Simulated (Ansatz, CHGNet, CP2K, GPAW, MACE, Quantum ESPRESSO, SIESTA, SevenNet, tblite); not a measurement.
**Other levels on random rock-salt alloy of NbC and TiC (64 atoms)**

The cell holds 64 atoms: 28 Ti, 32 C and 4 Nb. Its edges and angles: a = 8.692 Å, b = 8.692 Å, c = 8.692 Å, α = 90.0°, β = 90.0°, γ = 90.0°. It derives from NbC (rock-salt), repeated 2×2×2. Rock-salt NbC, 2 x 2 x 2 conventional cells, 28 of 32 Nb sites given to Ti at random (x = 0.875), lattice by Vegard's rule (a = 4.346 Å); not relaxed, displaced by a Gaussian of 0.02 Å. Then every atom was moved at random, 0.02 Å r.m.s. a Cartesian component.

Geometry: as built.

The reference, a calculation:

- method: Kohn-Sham DFT, PBE, PAW, plane waves (Ansatz 0.2.0); cutoff 420 eV, Γ point, fermi-dirac smearing of 0.05 eV; PAW set soft_2
- r.m.s. force component: 0.5059 eV/Å
- longest force: 1.706 eV/Å
- pressure: 1.357 GPa
- SCF cycles: 8
- time: 4 s on 8 threads of Arm Neoverse V2, shared host
- CPU time: 27 s

**Question.** The same geometry is run in other programs. How far does each lie from the reference, and what does it cost?
- SIESTA PBE, DZP, shift 0.01 Ry, mesh 500 Ry (SIESTA 5.4.2; 2 MPI ranks)
- SIESTA PBE, TZP, shift 0.01 Ry, mesh 500 Ry (SIESTA 5.4.2; 4 MPI ranks)
- SIESTA PBE, SZP, shift 0.01 Ry, mesh 500 Ry (SIESTA 5.4.2; 2 MPI ranks)
- QE PBE, sssp-1.3.0-efficiency, 35/280 Ry (Quantum ESPRESSO 7.5; 2 MPI ranks)
- SevenNet 0 potential (SevenNet 0; 1 thread)
- CHGNet 0.3.0 potential (CHGNet 0.3.0; 1 thread)
- SIESTA PBE, SZ, shift 0.01 Ry, mesh 500 Ry (SIESTA 5.4.2; 1 thread)
- GPAW PBE, LCAO dzp, h 0.28 Å (GPAW 26.7.0; 1 thread)
- MACE MP-0b3 medium potential (MACE MP-0b3 medium; 1 thread)
- CP2K PBE, DZVP-UZH, 800/50 Ry, diagonalisation (CP2K 2026.2; 4 MPI ranks)

Differences are against the plane-wave reference, forces as r.m.s. over components; share is that over the reference's r.m.s. force, slope the least-squares factor from reference forces to these. Total energies of different programs have different zeros and aren't compared.

```tsv
run	Δ force, r.m.s. (meV/Å)	share (%)	slope	Δ pressure (GPa)	cores	CPU time	memory (GiB)
reference	-	-	-	-	8	27 s	1.0
SIESTA PBE, DZP, shift 0.01 Ry, mesh 500 Ry	59.3	11.7	1.040	-0.906	2	10 min	2.0
SIESTA PBE, TZP, shift 0.01 Ry, mesh 500 Ry	52.4	10.4	1.028	-1.72	4	15 min	2.9
SIESTA PBE, SZP, shift 0.01 Ry, mesh 500 Ry (coarse)	92.5	18.3	1.084	-0.397	2	7.3 min	1.8
QE PBE, sssp-1.3.0-efficiency, 35/280 Ry (coarse)	5.79	1.14	1.005	-1.36	2	4.2 min	0.98
SevenNet 0 potential	190	37.6	0.788	2.22	1	7 s	0.98
CHGNet 0.3.0 potential	228	45.0	0.756	2.93	1	3.2 s	0.96
SIESTA PBE, SZ, shift 0.01 Ry, mesh 500 Ry (coarse)	228	45.1	1.202	-13.9	1	2.5 min	0.88
GPAW PBE, LCAO dzp, h 0.28 Å (coarse)	51.1	10.1	1.085	-	1	6.2 min	0.86
MACE MP-0b3 medium potential	182	35.9	0.850	2.06	1	6.8 s	1.0
CP2K PBE, DZVP-UZH, 800/50 Ry, diagonalisation	27.0	5.34	1.031	0.905	4	14 min	5.0
```

Rows marked coarse were listed beforehand as settings not expected to be converged; some can still land near the reference.

Times of the machine-learned potentials are mostly Python's start and the loading of weights.

CPU time is summed over cores on a shared host, where runs went side by side, so it is rough. Symmetry, cutoffs, thresholds, outputs and thread counts weren't matched or tuned between programs; memory under MPI is the largest rank's times the ranks.

The PBE runs in local orbitals, coarse settings apart, differ by 5.3 % (CP2K PBE, DZVP-UZH, 800/50 Ry, diagonalisation) to 12 % (SIESTA PBE, DZP, shift 0.01 Ry, mesh 500 Ry); basis, grid and potentials can all enter. Machine-learned potentials differ by 36 % (MACE MP-0b3 medium potential) to 45 % (CHGNet 0.3.0 potential); they were trained on other programs' data. Among those trained on PBE data the slope goes as low as 0.76, with a correlation of 0.89, so directions differ as well as sizes. Runs with settings chosen to be coarse differ by 1.1 % (QE PBE, sssp-1.3.0-efficiency, 35/280 Ry) to 45 % (SIESTA PBE, SZ, shift 0.01 Ry, mesh 500 Ry), their programs' other errors included. None of the electronic-structure runs in the table takes under half the reference's CPU time of 27 s; they take 5.6 to 35 times as much. Machine-learned potentials mimic data converged in k, so the reference's own k-point error enters their differences. The electronic-structure runs sample only Γ, in a cell whose shortest periodic width is 9 Å, which is coarse for a cell with partly filled levels.

[Logs are printed without paths, hosts, clocks, repeated set-up lines and the standing remarks that a program may print on its own settings, such as how far it seeks lower states.]

[Hosts, paths, dates, database ids (printed as entryN), source tags and the programs' standing remarks are cut or masked in the printed files.]
